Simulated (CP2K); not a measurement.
Methoxyacetonitrile has these distinct C atoms: C1 (bonded to O and 3 H), C3 (bonded to C, O and 2 H) and C4 (bonded to C and N).

```xyz
10

C    -1.3103    0.0781    0.4616
O    -0.5168   -0.8182   -0.3339
C     0.6930   -0.2244   -0.7843
C     1.6559    0.0427    0.3042
N     2.4057    0.2464    1.1718
H    -0.7765    0.3834    1.3765
H    -1.5881    0.9763   -0.1170
H    -2.2153   -0.4748    0.7344
H     1.1476   -0.9333   -1.4901
H     0.5049    0.7237   -1.3231
```

Their partial C K spectra (CP2K XAS_TDP, all-electron GAPW, PBEh(45%), aug-cc-pVDZ, TDA, GW2X-corrected core level, no relativity) are given in random order, each times the number of alike atoms.

Gaussian full width 0.5 eV, oscillator strength per eV, alike atoms added, rows of zeros left out:

```tsv
E (eV)	curve 1	curve 2	curve 3
288.25	0.001	0.000	0.000
288.50	0.016	0.000	0.000
288.75	0.083	0.000	0.000
289.00	0.148	0.000	0.000
289.25	0.125	0.000	0.000
289.50	0.041	0.000	0.000
289.75	0.004	0.000	0.000
290.75	0.000	0.000	0.003
291.00	0.000	0.002	0.026
291.25	0.000	0.017	0.057
291.50	0.000	0.043	0.032
291.75	0.001	0.027	0.006
292.00	0.002	0.004	0.005
292.25	0.001	0.003	0.017
292.50	0.000	0.017	0.048
292.75	0.001	0.027	0.065
293.00	0.004	0.014	0.055
293.25	0.008	0.003	0.030
293.50	0.012	0.006	0.023
293.75	0.013	0.029	0.016
294.00	0.012	0.069	0.017
294.25	0.013	0.081	0.015
294.50	0.011	0.047	0.011
294.75	0.008	0.028	0.024
295.00	0.003	0.019	0.047
295.25	0.003	0.013	0.059
295.50	0.007	0.016	0.031
295.75	0.008	0.034	0.012
296.00	0.009	0.050	0.013
296.25	0.009	0.063	0.011
296.50	0.007	0.046	0.008
296.75	0.007	0.016	0.004
297.00	0.006	0.009	0.003
297.25	0.006	0.009	0.006
297.50	0.004	0.008	0.004
297.75	0.005	0.015	0.002
298.00	0.005	0.020	0.002
298.25	0.003	0.011	0.005
298.50	0.003	0.007	0.006
298.75	0.003	0.008	0.007
299.00	0.007	0.008	0.011
299.25	0.015	0.010	0.007
299.50	0.012	0.010	0.003
```

Which curve belongs to which atom?

Curve 1: C4 (bonded to C and N), leading line at 288.90 eV (f = 0.048 an atom), ionisation energy 294.08 eV, term value 5.18 eV. Curve 2: C3 (bonded to C, O and 2 H), leading line at 291.54 eV (f = 0.024 an atom), ionisation energy 295.23 eV, term value 3.69 eV. Curve 3: C1 (bonded to O and 3 H), leading line at 291.27 eV (f = 0.030 an atom), ionisation energy 294.19 eV, term value 2.92 eV. The leading line of an atom is its first one with 35 % of the strongest within 2.5 eV of its lowest line over the strength cut. A line lies at the core ionisation energy, which rises as an atom loses charge to its neighbours or to a π system, less the term value, which is large for a low π* or σ* orbital with weight on that atom.

[Banner, clock and machine lines of the logs are left out without a mark of their own.]

[Logs are printed without paths, hosts, clocks, repeated set-up lines and the standing remarks that a program may print on its own settings, such as how far it seeks lower states.]

[Hosts, paths, dates, database ids (printed as entryN), source tags and the programs' standing remarks are cut or masked in the printed files.]
